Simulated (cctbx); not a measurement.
## Reading a Patterson map

Space group P-1 (no. 2), a = 6.2690 Å, b = 8.2370 Å, c = 8.5470 Å, α = 108.90°, β = 102.40°, γ = 102.34°, content W2 Nb4 Sr6 C10.

Simulated single-crystal data (cctbx): Cu Kα, λ = 1.54184 Å, to d = 0.83 Å, 95 % of the full sphere, strongest reflection 5000 counts, noise from counting, a 3 % proportional error and a noise floor of 2 counts (s.d.); no absorption.

Patterson synthesis, origin scaled to 1000:

```text
Patterson group P -1
      u       v       w   height  length (A)
  0.000   0.000   0.000   1000.0     0.00
  0.276   0.493   0.111    336.7     3.76
 -0.013   0.185   0.687    281.0     3.47
  0.356   0.243   0.431    270.1     3.51
  0.434   0.026   0.795    259.5     3.54
  0.475   0.864   0.135    241.6     3.50
  0.190   0.308   0.405    238.3     3.33
  0.219   0.650   0.769    223.9     3.65
  0.191   0.550   0.701    219.6     4.33
  0.372   0.668   0.410    217.6     5.53
  0.193   0.353   0.000    209.6     2.90
  0.474   0.091   0.828    204.1     3.63
  0.154   0.879   0.415    199.2     3.97
  0.353   0.830   0.466    118.0     4.88
```

**Question.** Which atom pairs make the peaks, and where is the heaviest atom?

A peak at u stands for all pairs with xi − xj = u, with weight Σ ZiZj against Σ Z² = 26700 at the origin. Peak heights follow these weights only roughly, since form factors, motion and series ripples differ, all vectors within 0.55 Å of a peak are counted as merged into it though the farther ones add only part of their weight, and F(000) is left out, which lowers the whole map:

| u | v | w | shortest length (Å) | height | 1000 ΣZiZj/ΣZ² | pairs in the cell |
| --- | --- | --- | --- | --- | --- | --- |
| 0.276 | 0.493 | 0.111 | 3.77 | 337 | 436 | 2 × W–Sr, 2 × Nb–Sr, 2 × Sr–Sr |
| -0.013 | 0.185 | 0.687 | 3.48 | 281 | 339 | 2 × W–Nb, 2 × Sr–Sr, 3 × C–C |
| 0.356 | 0.243 | 0.431 | 3.51 | 270 | 319 | 2 × W–Sr, 2 × Sr–Sr |
| 0.434 | 0.026 | 0.795 | 3.54 | 260 | 327 | 2 × W–Sr, 2 × Nb–Sr |
| 0.475 | 0.864 | 0.135 | 3.50 | 242 | 265 | 2 × W–Sr, 1 × Sr–Sr |
| 0.190 | 0.308 | 0.405 | 3.33 | 238 | 227 | 2 × W–Nb |
| 0.219 | 0.650 | 0.769 | 3.64 | 224 | 265 | 2 × W–Sr, 1 × Sr–Sr |
| 0.191 | 0.550 | 0.701 | 4.33 | 220 | 227 | 2 × W–Nb |
| 0.372 | 0.668 | 0.410 | 5.13 | 218 | 227 | 2 × W–Nb |
| 0.193 | 0.353 | 0.000 | 2.90 | 210 | 205 | 1 × W–W |

The table stops at ten peaks or at a height of 45, below which ripples compete. In the model behind the data W, the heaviest element, has 1 independent site: (0.0966, 0.6772, 0.0015), up to an allowed shift of origin; the W–W vectors are differences of these positions and their symmetry mates. The whole model:

| atom | mult. | x | y | z | Ueq (Å²) |
| --- | --- | --- | --- | --- | --- |
| W1 | 2 | 0.0966 | 0.6772 | 0.0015 | 0.0024 |
| Nb1 | 2 | 0.9112 | 0.1311 | 0.3023 | 0.0035 |
| Nb2 | 2 | 0.2761 | 0.9864 | 0.4055 | 0.0058 |
| Sr1 | 2 | 0.3190 | 0.3283 | 0.7802 | 0.0061 |
| Sr2 | 2 | 0.3715 | 0.1795 | 0.1229 | 0.0040 |
| Sr3 | 2 | 0.2525 | 0.5560 | 0.4164 | 0.0034 |
| C1 | 2 | 0.8208 | 0.3367 | 0.2301 | 0.0054 |
| C2 | 2 | 0.5988 | 0.0387 | 0.3521 | 0.0068 |
| C3 | 2 | 0.2320 | 0.4961 | 0.0915 | 0.0067 |
| C4 | 2 | 0.2579 | 0.2453 | 0.4308 | 0.0049 |
| C5 | 2 | 0.0113 | 0.9083 | 0.1579 | 0.0059 |

The model is made up (kin elements in a known structure type, no relaxation), so it says nothing on whether the phase exists.

[Logs are printed without paths, hosts, clocks, repeated set-up lines and the standing remarks that a program may print on its own settings, such as how far it seeks lower states.]
